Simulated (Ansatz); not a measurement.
# Ge chain started as a dimerised line: one chain at several levels of theory, part 2 of 4

How many channels does the Ge chain started as a dimerised line carry, and how sure is the answer?

Ansatz 0.2.0; DFT PBE, plane waves, PAW; relaxation of a chain's period (the session's first sound run).

So far. Step 2 (Relaxing the period, level PBE, cutoff 420 eV): The cell's length comes to 4.714 Å with no moment. The two atoms stand evenly on a line, so the true period is half of it.

## 3. The wire at its relaxed period, level PBE, cutoff 420 eV

This step: DFT PBE, plane waves, PAW; channels and complex bands of a perfect chain (Ansatz 0.2.0).

At the relaxed period the Bloch states of the perfect chain are found at each energy: those that move forward count the open channels, and those that decay describe how a disturbance dies away inside the wire itself. An energy step of 0.035 eV is under the 0.039 eV that the program asks for its thermal average at 300 K.

input.yaml reads:

```yaml
crystal:
  lattice:
    - [7.5, 0.0, 0.0]
    - [0.0, 7.5, 0.0]
    - [0.0, 0.0, 4.7142850321]
  atoms:
    - { symbol: Ge, position: [0.5, 0.5, 0.975002319] }
    - { symbol: Ge, position: [0.5, 0.5, 0.474997681] }
kpoints:
  mp_grid: { grid: [1, 1, 17] }
  band_path: { path: ["Γ", Z], npoints: 60 }
scf:
  occupations: { method: fermi_dirac, width: 0.05 }
hamiltonian:
  xc: pbe
output:
  transmission:
    e_range: [-2, 2]
    de: 0.035
    kmesh: [1, 1]
    reduced_basis: true
    leads: [[0, 0]]
  dos: { projected: true, e_range: [-6, 4] }
  write_potential: true
  write_density: true
  volumetric_format: npy
  elf: true
```

Command:

```sh
$ ansatz run input.yaml --threads 4 --pin off --max-ram 8192MiB --backend cpu --events-out ev --progress --plain --runs-dir out
```

Numbers of over 12 decimals in the logs are rounded to 6 here.

The program printed:

```text
Warning: the atoms were moved onto the symmetric positions of the space group found under crystal.symmetry.tolerance 1.0e-5 (fractional; no operation is sought that the atoms, as they stand in a round, miss by more than twice it, and no atom is moved by as much as it), and the run uses the moved positions. Before a round's move an operation carried an atom to 2.19e-5 Å from where it should land, the largest such dist [...]
[...]
Crystal: 2 atoms, lattice volume = 265.179 Å³
Basis set: ecut = 420 eV, 5191 PW (Γ)
Bands: 18, of which v1, the nominal top of the filled ones, is band 14 counted from 1 (13 counted from 0)
Symmetry: 32 space group operations
[...]
k-points: 9 of 17
[...]
SCF iter   1: F=—  HF=-8586.878869 eV  |F-HF|=—  |Δ(HF+E_count)|=         —  Δρ=2.20e-3  dr2=1.48e-2  ethr=1.77e-3  ⟨swp⟩=5.7  Hψ=731  notcnv=0
[...]
SCF iter   6: F=-8586.878630 eV  HF=-8586.878630 eV  |F-HF|=1.91e-8  |Δ(HF+E_count)|=   1.10e-6  Δρ=3.81e-6  dr2=4.67e-8  ethr=3.57e-10  ⟨swp⟩=2.9  Hψ=662  notcnv=0
SCF 1 converged in 6 iterations: F = -8586.878630 eV  dr2 = 4.67e-8
[...]
NSCF: frozen V_eff on 61 k-points
transmission: 6 of 36 steps passed
transmission: 12 of 36 steps passed
[...]
transmission: 36 of 36 steps passed
WARN: The output density's exchange-correlation potential varies sharply where the density is thin. Do not read a vacuum level from v_tot or v_xc, or from such a field of the output density. On a cell that repeats whose density bears no net charge and no dipole along the vacuum's axis use v_es (v_loc + v_h of the components); under efield.dipole_correction with no amplitude use v_es + v_field, which holds any externa [...]
SCF converged after 6 iterations
Free energy (F): -8586.878630 eV
[...]
Internal energy: -8586.864321 eV  (E = F + TS)
E sigma→0 (E₀):  -8586.871475 eV
Entropy (-TS):   -0.014309 eV (-7.154 meV/atom)
Fermi energy:    -2.587060 eV
[...]
--- Band table (eV; the first three rows and the last of 9) ---
  k-point 0: bands = [... 10 lower, -12.5032, -5.8188, -5.6562, -3.7156, -3.7156, 0.8070, 1.6706, 1.6706]
  k-point 1: bands = [... 10 lower, -12.4808, -6.5307, -4.8959, -3.6911, -3.6911, 0.8298, 1.5233, 1.5233]
  k-point 2: bands = [... 10 lower, -12.4137, -7.2686, -4.0130, -3.6177, -3.6177, 0.8983, 1.1505, 1.1505]
  k-point 8: bands = [... 10 lower, -11.0512, -10.6590, -2.1796, -2.1796, -1.7833, -1.7833, 2.0190, 2.1846]
--- Transmission ---
  basis      : 497 plane waves across, 6 finite elements along
  points     : 1, standing for a mesh of 1 x 1
  filling    : by the input's occupations and mesh, since the crystals that have channels conduct as metals do. If one of these is a semiconductor, that mesh has misplaced its level
  energies   : 115 from -2.000000 to 1.990000 eV about the Fermi level, 0.035000 eV apart; the leads are filled to 0.000000 eV, and channels, transmission and decay are at -0.005000 eV
  crystal 0  : Ge2, at the sites [0, 0], period 4.7143 Å: whole cells are its period
    offset         : up to 0.0000 Å between an atom of the period and one for which it stands
    filled         : 25.8 meV over the level at which it is neutral
    channels       : 3.000000e0 a spin
    conductance    : 4.1323e14 S/m² at 300 K; may be off by some 0.0 % by where its bands' edges are placed, 0.0 % from the distance to neutral
```

Wall time 12 s (4 threads of Arm Neoverse V2, shared host); peak memory 0.51 GiB; 41 s of CPU time.

In the SCF lines HF is the Harris–Foulkes energy and dr2 the Hartree energy of the density residual, in eV; the loop may stop once dr2 is under the threshold and the program's other checks hold. Hψ counts applications of the Hamiltonian.

Numbers from this step:

```
energy at zero smearing                                  : -8586.8715 eV
channels at the energy nearest the Fermi level, one spin : 3
conductance of the lead as this run defines it           : 3.000 G₀
band gap                                                 : 0 eV
```

Table of open channels of the lead, one spin by energy, zero at the Fermi level:

| energy (eV) | open channels of the lead, one spin |
| --- | --- |
| -2.000 | 1 |
| -1.790 | 1 |
| -1.615 | 1 |
| -1.405 | 1 |
| -1.195 | 1 |
| -0.985 | 3 |
| -0.810 | 3 |
| -0.600 | 3 |
| -0.390 | 3 |
| -0.215 | 3 |
| -0.005 | 3 |
| 0.205 | 3 |
| 0.415 | 3 |
| 0.590 | 3 |
| 0.800 | 3 |
| 1.010 | 3 |
| 1.185 | 3 |
| 1.395 | 3 |
| 1.605 | 3 |
| 1.815 | 3 |

The slowest values at each energy, most degenerate partners merged, listed up to 1.5 1/Å. Table of Im kz of the slowest decaying states by energy, zero at the Fermi level:

| energy (eV) | decay 1 (Å⁻¹) | decay 2 (Å⁻¹) | decay 3 (Å⁻¹) | decay 4 (Å⁻¹) |
| --- | --- | --- | --- | --- |
| -2.0000 | 0.465 | 1.20 | 1.36 | 1.49 |
| -1.7550 | 0.395 | 1.17 | 1.33 | 1.47 |
| -1.5100 | 0.309 | 1.15 | 1.31 | 1.44 |
| -1.2650 | 0.185 | 1.12 | 1.28 | 1.42 |
| -0.9850 | 1.08 | 1.26 | 1.39 | 1.41 |
| -0.7400 | 1.05 | 1.23 | 1.37 | 1.38 |
| -0.4950 | 1.02 | 1.20 | 1.35 | 1.36 |
| -0.2500 | 0.987 | 1.18 | 1.32 | 1.34 |
| -0.0050 | 0.953 | 1.15 | 1.30 | 1.32 |
| 0.2400 | 0.918 | 1.12 | 1.27 | 1.29 |
| 0.4850 | 0.882 | 1.09 | 1.24 | 1.27 |
| 0.7650 | 0.838 | 1.05 | 1.21 | 1.24 |
| 1.0100 | 0.798 | 1.02 | 1.19 | 1.21 |
| 1.2550 | 0.756 | 0.992 | 1.16 | 1.19 |
| 1.5000 | 0.712 | 0.958 | 1.13 | 1.16 |
| 1.7450 | 0.664 | 0.924 | 1.10 | 1.13 |

Electronic bands along the path, in eV, zero at the Fermi level:

| point | band 12 | band 13 | band 14 | band 15 | band 16 | band 17 | band 18 |
| --- | --- | --- | --- | --- | --- | --- | --- |
| Γ | -3.23 | -3.07 | -1.13 | -1.13 | 3.39 | 4.26 | 4.26 |
| halfway | -6.16 | -0.69 | -0.69 | 0.73 | 2.60 | 2.60 | 3.81 |
| Z | -8.27 | 0.60 | 0.60 | 0.60 | 0.60 | 4.83 | 4.83 |

The electronic bands as a text plot (rows in eV, shown from -8.0 to 3.5 only):

```
    3.3 |**********************                    ***
    2.8 |                      ******            **
    2.3 |                            ******   ***
    1.9 |                                  *******
    1.4 |                              ****       ******
    0.9 |                            **                 ********
    0.4 |                         ***                    ********
   -0.1 |                     ****              *********
   -0.5 |                  ***    **************
   -1.0 |*************************
   -1.5 |           ***
   -2.0 |       ****
   -2.5 |   ****
   -3.0 |***
   -3.4 |****
   -3.9 |    *****
   -4.4 |         ****
   -4.9 |             ****
   -5.4 |                 *****
   -5.8 |                      *****
   -6.3 |                           *****
   -6.8 |                                ******
   -7.3 |                                      ******
   -7.8 |                                            ********
         Γ                                                      Z
```

Valence density in the ca plane at fractional y = 0.500, with atoms of Ge within 0.2 Å of it. It is the smooth field of the valence electrons, not physical close to the nuclei.

Ten steps, logarithmic in the rise over the least value, from '_' (0 e/Å³) to '@' (34 e/Å³), each cell a mean:
```
____________________________
____________________________
____________________________
____________________________
____________________________
____________________________
____________________________
....______........______....
::::......::--::::......::--
**==::..::==##**==::..::==##
@@++::..::**@@@@++::..::**@@
%%++::..::++%%%%++::..::++%%
==::......::====::......::==
......__............__......
____________________________
____________________________
____________________________
____________________________
____________________________
____________________________
____________________________
____________________________
```
Columns run along c (4.7 Å), rows up along a (7.5 Å). Atoms in or near the plane, at fractional coordinates: Ge at (0.98, 0.50), Ge at (0.48, 0.50).

Electrostatic potential energy in the ca plane at fractional y = 0.500, with atoms of Ge within 0.2 Å of it. With pseudopotentials it is smooth inside the atoms' cores, unlike the true potential.

Ten even steps from '0' (-41 eV) to '9' (2 eV), each cell a mean:
```
99999999999999
99999999999999
99999999999999
99999999999999
99999999999999
99999999999999
99999999999999
78999877899987
35787533578753
02675200267520
01474000147400
01574100157410
24786322478632
67898766789876
89999988999998
99999999999999
99999999999999
99999999999999
99999999999999
99999999999999
99999999999999
99999999999999
```
Columns run along c (4.7 Å; values clipped at the 3rd and 97th percentile), rows up along a (7.5 Å). Atoms in or near the plane, at fractional coordinates: Ge at (0.98, 0.50), Ge at (0.48, 0.50).

ELF in the ca plane at fractional y = 0.500, with atoms of Ge within 0.2 Å of it. It is the smooth field of the valence electrons, not physical close to the nuclei.

Ten even steps from '_' (0.00) to '@' (0.62), each cell a mean:
```
____________________________
____________________________
..__________....__________..
::::......::::::::......::::
++==--::--==++++==--::--==++
%%**++==++**%%%%**++==++**%%
@@%%##**##@@@@@@%%##**##@@@@
%%%%%%##%%%%%%%%%%%%##%%%%%%
**##%%%%%%##****##%%%%%%##**
::++##%%##==..::++##%%##==..
__--##%%**::..__--##%%**::..
__==##%%##--____==##%%##--__
==**##%%##**====**##%%##**==
##%%%%%%%%%%####%%%%%%%%%%##
@@@@%%##%%@@@@@@@@%%##%%@@@@
@@##**++**##@@@@##**++**##@@
**++==--==++****++==--==++**
----::::::--------::::::----
......__............__......
____________________________
____________________________
____________________________
```
Columns run along c (4.7 Å), rows up along a (7.5 Å). Atoms in or near the plane, at fractional coordinates: Ge at (0.98, 0.50), Ge at (0.48, 0.50).

By hand: the program gives 4.1323 × 10^14 S/m² over the cell's cross-section of 56.25 Å² = 5.625 × 10^-19 m², so one cell conducts 2.324 × 10^-4 S. Divided by G0 = 2e²/h = 7.748 × 10^-5 S this is 3.00 G0, a resistance of 4.30 kΩ.

At the computed energy nearest the Fermi level there are 3 channels a spin, and the thermal average gives 3.00 G₀.

## 4. Relaxation of atoms and period

This step: DFT LDA, plane waves, PAW; relaxation of a chain's period (Ansatz 0.2.0).

The relaxation is repeated under another functional. LDA has no gradient terms and tends to overbind, so it marks the short end of the likely bond lengths.

input.yaml reads:

```yaml
crystal:
  lattice:
    - [7.5, 0.0, 0.0]
    - [0.0, 7.5, 0.0]
    - [0.0, 0.0, 4.56]
  atoms:
    - { symbol: Ge, position: [0.5, 0.5, 0.0], spin: 0.3 }
    - { symbol: Ge, position: [0.5, 0.5, 0.45], spin: 0.3 }
magnetization:
  spin_polarized: true
kpoints:
  mp_grid: { grid: [1, 1, 18] }
scf:
  occupations: { method: fermi_dirac, width: 0.05 }
hamiltonian:
  xc: lda
relax:
  cell: { fix: [a, b, alpha, beta, gamma] }
  max_steps: 60
```

The program printed:

```text
[...]
Crystal: 2 atoms, lattice volume = 256.500 Å³
Basis set: ecut = 420 eV, 5039 PW (Γ)
Bands: 19, of which v1, the nominal top of the filled ones, is band 14 counted from 1 (13 counted from 0)
Symmetry: 16 space group operations
[...]
k-points: 10 of 18
[...]
Starting moments: Σ|m| = 0.6 μB on 2 of 2 sites
[...]
0.000000       0.166829       0.000000
        0.000000       0.000000      -0.004072
  P = ⅓ Tr σ = 0.1099 GPa (1.099 kbar)
--- Relaxed structure (5 steps of the walk, 5 accepted, 1 SCFs on fresh bases) ---
[...]
cell:  # Å, volume = 260.1793 Å³
    - [7.5, 0.0, 0.0]
    - [0.0, 7.5, 0.0]
    - [0.0, 0.0, 4.625410]
  atoms:
    - { symbol: Ge, position: [0.5, 0.5, -0.025000] }
    - { symbol: Ge, position: [0.5, 0.5, 0.475000] }
[key lines of the parts left out:]
SCF converged after 7 iterations
Magnetization: 0.0000 μB (14.0000 up, 14.0000 down)
Free energy (F): -8427.755012 eV
Fermi energy:    -2.849634 eV
```

Elapsed: 8.8 s, on 4 threads; peak memory 0.49 GiB; 31 s of CPU time.

Relaxation path:

| step | energy less that of the first step (eV) | largest force component (eV/Å) | pressure (GPa) | volume (Å³) |
| --- | --- | --- | --- | --- |
| 1 | 0.0000 | 4.4412 | 1.33 | 256.50 |
| 2 | -0.4537 | 0.7709 | 0.23 | 259.55 |
| 3 | -0.4731 | 0.2124 | 0.20 | 259.31 |
| 4 | -0.4753 | 0.0005 | 0.08 | 260.49 |
| 5 | -0.4754 | 0.0000 | 0.11 | 260.18 |
| 6* | -0.4755 | 0.0000 | 0.11 | 260.18 |

Relaxation steps marked * repeat the geometry before them on a plane-wave basis chosen anew for their cell, so energy and pressure can jump there.

The run keeps the 16 symmetry operations that it works with, so distortions that break them were not tested.

| cell as run | before | after | change |
| --- | --- | --- | --- |
| c (Å) | 4.560 | 4.625 | +1.4 % |

The atoms that moved most (Å, along periodic axes as changes of fractional coordinates times the final cell, across vacuum about the mean position):

| atom | dx | dy | dz | length |
| --- | --- | --- | --- | --- |
| Ge1 | 0.000 | 0.000 | -0.116 | 0.116 |
| Ge2 | 0.000 | 0.000 | 0.116 | 0.116 |

The relaxed structure:

```xyz
2
Lattice="7.5000 0.0000 0.0000 0.0000 7.5000 0.0000 0.0000 0.0000 4.6254" Properties=species:S:1:pos:R:3
Ge    3.7500    3.7500   -0.1156
Ge    3.7500    3.7500    2.1971
```

The cell's length comes to 4.625 Å, -1.9 % against the first run, with no moment. The two atoms stand evenly on a line, so the true period is half of it.

## 5. The perfect wire, level LDA, cutoff 420 eV

This step: DFT LDA, plane waves, PAW; channels and complex bands of a perfect chain (Ansatz 0.2.0).

The channels are counted again under LDA, at the period that it gave.

input.yaml reads:

```yaml
crystal:
  lattice:
    - [7.5, 0.0, 0.0]
    - [0.0, 7.5, 0.0]
    - [0.0, 0.0, 4.6254101836]
  atoms:
    - { symbol: Ge, position: [0.5, 0.5, 0.974999811] }
    - { symbol: Ge, position: [0.5, 0.5, 0.475000189] }
kpoints:
  mp_grid: { grid: [1, 1, 18] }
  band_path: { path: ["Γ", Z], npoints: 60 }
scf:
  occupations: { method: fermi_dirac, width: 0.05 }
hamiltonian:
  xc: lda
output:
  transmission:
    e_range: [-2, 2]
    de: 0.035
    kmesh: [1, 1]
    reduced_basis: true
    leads: [[0, 0]]
  dos: { projected: true, e_range: [-6, 4] }
```

The program printed:

```text
[...]
Crystal: 2 atoms, lattice volume = 260.179 Å³
Basis set: ecut = 420 eV, 5111 PW (Γ)
Bands: 18, of which v1, the nominal top of the filled ones, is band 14 counted from 1 (13 counted from 0)
Symmetry: 32 space group operations
[...]
k-points: 10 of 18
[...]
k-point 9: bands = [... 10 lower, -11.2264, -11.2264, -2.2003, -2.2003, -2.2003, -2.2003, 2.2457, 2.2457]
--- Transmission ---
  basis      : 497 plane waves across, 6 finite elements along
  points     : 1, standing for a mesh of 1 x 1
[...]
crystal 0  : Ge2, at the sites [0, 0], period 4.6254 Å: whole cells are its period
[...]
filled         : 22.9 meV under the level at which it is neutral
    channels       : 3.000000e0 a spin
[...]
[key lines of the parts left out:]
SCF converged after 6 iterations
Free energy (F): -8427.755012 eV
Fermi energy:    -2.849779 eV
```

Run time: 12 s. Hardware: 4 threads; peak memory 0.5 GiB.

At the computed energy nearest the Fermi level there are 3 channels a spin, and the thermal average gives 3.00 G₀.

## 6. Relaxing the period

This step: DFT PBEsol, plane waves, PAW; relaxation of a chain's period (Ansatz 0.2.0).

The relaxation is repeated under another functional. PBEsol weakens PBE's gradient terms and usually lands between LDA and PBE.

input.yaml reads:

```yaml
crystal:
  lattice:
    - [7.5, 0.0, 0.0]
    - [0.0, 7.5, 0.0]
    - [0.0, 0.0, 4.56]
  atoms:
    - { symbol: Ge, position: [0.5, 0.5, 0.0], spin: 0.3 }
    - { symbol: Ge, position: [0.5, 0.5, 0.45], spin: 0.3 }
magnetization:
  spin_polarized: true
kpoints:
  mp_grid: { grid: [1, 1, 18] }
scf:
  occupations: { method: fermi_dirac, width: 0.05 }
hamiltonian:
  xc: pbesol
relax:
  cell: { fix: [a, b, alpha, beta, gamma] }
  max_steps: 60
```

The program printed:

```text
[...]
Crystal: 2 atoms, lattice volume = 256.500 Å³
Basis set: ecut = 420 eV, 5039 PW (Γ), exchange–correlation on 108×108×64 points (8 copies of the dense FFT grid, shifted against one another)
Bands: 19, of which v1, the nominal top of the filled ones, is band 14 counted from 1 (13 counted from 0)
Symmetry: 16 space group operations
[...]
0.000000       0.165792       0.000000
        0.000000       0.000000      -0.006072
  P = ⅓ Tr σ = 0.1085 GPa (1.085 kbar)
--- Relaxed structure (5 steps of the walk, 5 accepted, 1 SCFs on fresh bases) ---
[...]
cell:  # Å, volume = 262.4379 Å³
    - [7.5, 0.0, 0.0]
    - [0.0, 7.5, 0.0]
    - [0.0, 0.0, 4.665563]
  atoms:
    - { symbol: Ge, position: [0.5, 0.5, -0.025001] }
    - { symbol: Ge, position: [0.5, 0.5, 0.475001] }
[key lines of the parts left out:]
SCF converged after 12 iterations
Magnetization: 0.0000 μB (14.0000 up, 14.0000 down)
Free energy (F): -8503.530489 eV
Fermi energy:    -2.692293 eV
```

It took 10 s on 4 threads; peak memory 0.54 GiB; 38 s of CPU time.

Relaxation path:

| step | energy less that of the first step (eV) | largest force component (eV/Å) | pressure (GPa) | volume (Å³) |
| --- | --- | --- | --- | --- |
| 1 | 0.0000 | 4.6053 | 1.49 | 256.50 |
| 2 | -0.4950 | 0.7419 | 0.32 | 260.77 |
| 3 | -0.5143 | 0.2460 | 0.21 | 261.50 |
| 4 | -0.5170 | 0.0072 | 0.05 | 263.01 |
| 5 | -0.5173 | 0.0000 | 0.11 | 262.44 |
| 6* | -0.5175 | 0.0001 | 0.11 | 262.44 |

Relaxation steps marked * repeat the geometry before them on a plane-wave basis chosen anew for their cell, so energy and pressure can jump there.

Forces are held to the 16 operations that the run works with; a distortion that breaks them can't arise in this run.

| cell as run | before | after | change |
| --- | --- | --- | --- |
| c (Å) | 4.560 | 4.666 | +2.3 % |

The atoms that moved most (Å, along periodic axes as changes of fractional coordinates times the final cell, across vacuum about the mean position):

| atom | dx | dy | dz | length |
| --- | --- | --- | --- | --- |
| Ge1 | 0.000 | 0.000 | -0.117 | 0.117 |
| Ge2 | 0.000 | 0.000 | 0.117 | 0.117 |

The relaxed structure:

```cif
data_structure
_symmetry_space_group_name_H-M 'P 1'
_symmetry_Int_Tables_number 1
_cell_length_a 7.5000
_cell_length_b 7.5000
_cell_length_c 4.6656
_cell_angle_alpha 90.000
_cell_angle_beta 90.000
_cell_angle_gamma 90.000
_cell_volume 262.44
loop_
_atom_site_label
_atom_site_type_symbol
_atom_site_fract_x
_atom_site_fract_y
_atom_site_fract_z
_atom_site_occupancy
Ge1 Ge 0.50000 0.50000 0.97500 1
Ge2 Ge 0.50000 0.50000 0.47500 1
```

The cell's length comes to 4.666 Å, -1.0 % against the first run, with no moment. The two atoms stand evenly on a line, so the true period is half of it.

(Part 2 of 4 ends here.)

[Logs are printed without paths, hosts, clocks, repeated set-up lines and the standing remarks that a program may print on its own settings, such as how far it seeks lower states.]

[Hosts, paths, dates, database ids (printed as entryN), source tags and the programs' standing remarks are cut or masked in the printed files.]
